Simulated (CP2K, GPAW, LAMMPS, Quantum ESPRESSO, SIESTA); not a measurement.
## Finding the fault: CP2K, amorphous film on crystalline SiC, (110) (192 atoms)

Program: CP2K 2026.2, a calculation on a cell of 96 Si and 96 C, with vacuum.

input.inp

```
&GLOBAL
  PROJECT cell
  RUN_TYPE ENERGY_FORCE
  PRINT_LEVEL LOW
&END GLOBAL
&FORCE_EVAL
  METHOD QS
  &DFT
    BASIS_SET_FILE_NAME BASIS_MOLOPT
    POTENTIAL_FILE_NAME GTH_POTENTIALS
    &MGRID
      CUTOFF 40
      REL_CUTOFF 50
    &END MGRID
    &QS
      EPS_DEFAULT 1.0E-12
    &END QS
    &SCF
      SCF_GUESS ATOMIC
      EPS_SCF 1.0E-06
      MAX_SCF 60
      ADDED_MOS 86
      &DIAGONALIZATION
        ALGORITHM STANDARD
      &END DIAGONALIZATION
      &SMEAR ON
        METHOD FERMI_DIRAC
        ELECTRONIC_TEMPERATURE [K] 580
      &END SMEAR
      &MIXING
        METHOD BROYDEN_MIXING
        ALPHA 0.15
        NBROYDEN 8
      &END MIXING
      &PRINT
        &RESTART OFF
        &END RESTART
      &END PRINT
    &END SCF
    &XC
      &XC_FUNCTIONAL PBE
      &END XC_FUNCTIONAL
    &END XC
    &PRINT
      &MULLIKEN ON
      &END MULLIKEN
      &HIRSHFELD ON
        SHAPE_FUNCTION DENSITY
      &END HIRSHFELD
      &MO ON
        EIGENVALUES T
        OCCUPATION_NUMBERS T
        MO_INDEX_RANGE 373 396
        &EACH
          QS_SCF 0
        &END EACH
        ADD_LAST NUMERIC
      &END MO
    &END PRINT
  &END DFT
  &SUBSYS
    &CELL
      A 8.72000 0.00000 0.00000
      B 0.00000 12.33194 0.00000
      C 0.00000 0.00000 30.74453
    &END CELL
    &COORD
      SCALED
      Si 0.72063 0.97021 0.02264
      C 0.85288 0.97245 0.06993
      Si 0.98368 0.34277 0.06673
      C 0.10954 0.34674 0.11853
      Si 0.97439 0.09238 0.06785
      C 0.09598 0.09562 0.11851
      Si 0.72641 0.96937 0.11844
      C 0.85097 0.96886 0.16938
      Si 0.72624 0.22143 0.11827
      C 0.84699 0.21951 0.16838
[... 178 atom lines left out ...]
      C 0.27864 0.64369 0.57345
      Si 0.74888 0.65714 0.59690
      Si 0.23152 0.72212 0.52360
      C 0.36037 0.71066 0.47476
    &END COORD
    &KIND Si
      BASIS_SET DZVP-MOLOPT-SR-GTH-q4
      POTENTIAL GTH-PBE-q4
    &END KIND
    &KIND C
      BASIS_SET DZVP-MOLOPT-SR-GTH-q4
      POTENTIAL GTH-PBE-q4
    &END KIND
  &END SUBSYS
  &PRINT
    &FORCES ON
    &END FORCES
  &END PRINT
&END FORCE_EVAL
```

The run is started by

```bash
> OMP_NUM_THREADS=1 mpirun -np 4 cp2k.psmp -i input.inp > output.txt
```

Numbers of over 12 decimals in the logs are rounded to 6 here.

Log:

```text
CP2K| version string:                                       CP2K version 2026.2
 CP2K| Input file name                                                 input.inp
 GLOBAL| Basis set file name                                        BASIS_MOLOPT
 GLOBAL| Potential file name                                      GTH_POTENTIALS
 GLOBAL| Run type                                                   ENERGY_FORCE
 GLOBAL| Total number of message passing processes                             4
 GLOBAL| Number of threads for this process                                    1
 TOTAL NUMBERS AND MAXIMUM NUMBERS
  Total number of            - Atomic kinds:                                   2
                             - Atoms:                                        192
                             - Shell sets:                                   192
                             - Shells:                                       960
                             - Primitive Cartesian functions:                864
                             - Cartesian basis functions:                   2688
[... lines left out ...]
                        Smear method:                                FERMI_DIRAC
[... lines left out ...]
 Number of electrons:                                                        768
[... lines left out ...]
  Step     Update method      Time    Convergence         Total energy    Change
[... lines left out ...]
  *** SCF run converged in    40 steps ***
[... lines left out ...]
  Fermi energy:                                                 0.132236
  Total energy:                                              -926.655218
  Total energy (extrapolated to T->0):                       -926.648120
[... lines left out ...]
 MO|    374               0.117184               3.188738               1.999448
 MO|    375               0.118012               3.211258               1.999134
[...]
MO|    395               0.158065               4.301162               0.000002
 MO|    396               0.164653               4.480428               0.000000
 MO| Sum:                                                             768.000000
 MO| E(Fermi):            0.132236 a.u.          3.598327 eV
 !-----------------------------------------------------------------------------!
                     Mulliken Population Analysis
 #  Atom  Element  Kind  Atomic population                           Net charge
       1     Si       1          3.663834                              0.336166
       2     C        2          4.382902                             -0.382902
       3     Si       1          3.691938                              0.308062
[...]
191     Si       1          3.579692                              0.420308
     192     C        2          4.490262                             -0.490262
 # Total charge                            768.000000                  0.000000
 !-----------------------------------------------------------------------------!
 !-----------------------------------------------------------------------------!
                           Hirshfeld Charges
  #Atom  Element  Kind  Ref Charge     Population                    Net charge
      1       Si     1       4.000          3.641                         0.359
      2       C      2       4.000          4.312                        -0.312
      3       Si     1       4.000          3.711                         0.289
[...]
191       Si     1       4.000          3.726                         0.274
    192       C      2       4.000          4.271                        -0.271
  Total Charge                                                           -0.153
 !-----------------------------------------------------------------------------!
 ENERGY| Total FORCE_EVAL ( QS ) energy [hartree]           -926.655213
 FORCES| Atomic forces [hartree/bohr]
 FORCES|   Atom     x               y               z               |f|
 FORCES|      1 -2.81043555E-02  8.20054799E-03  1.35460582E-02   3.22583242E-02
 FORCES|      2 -3.06805604E-01 -5.82846300E-01  3.75021745E-01   7.57945115E-01
 FORCES|      3 -4.02292286E-03 -1.66205550E-03 -3.64151170E-03   5.67511624E-03
[...]
FORCES|    191 -2.19631205E-02 -1.81927388E-02 -2.38966261E-02   3.72075683E-02
 FORCES|    192 -5.82578309E-02  4.28233645E-01 -1.13975861E-01   4.46954725E-01
 FORCES| Sum    -7.44032881E+00  1.10812207E+01  3.95322049E+00
 FORCES| Total atomic force                                       1.39204848E+01
```

Elapsed: 9.3 min, on 4 MPI ranks of Arm Neoverse N1, shared host; peak memory 1.9 GiB; 37 min of CPU time.

Banners, paths, timers and routine set-up lines are dropped from the logs unmarked, and long logs keep their key lines alone; longer cuts are marked.

Against a plane-wave PBE reference and this program's sound run:

- r.m.s. difference of force components: 13570 meV/Å
- longest difference of force vectors: 47080 meV/Å
- force difference over r.m.s. force: 1653 %
- slope of forces against the reference's: 3.306
- energy less the same-level run's: -491.1 meV/atom
- r.m.s. force difference from the same-level run: 13560 meV/Å

Q: Name the fault.

A grid cutoff far too low: cutoff 40 Ry. The sound run has cutoff 450 Ry.

The run converged all the same, so the exit status doesn't show the fault.

[Also dropped from logs without a mark: logging warnings of Python, and SIESTA's first energy breakdown and zero terms.]

[Logs are printed without paths, hosts, clocks, repeated set-up lines and the standing remarks that a program may print on its own settings, such as how far it seeks lower states.]

[Hosts, paths, dates, database ids (printed as entryN), source tags and the programs' standing remarks are cut or masked in the printed files.]
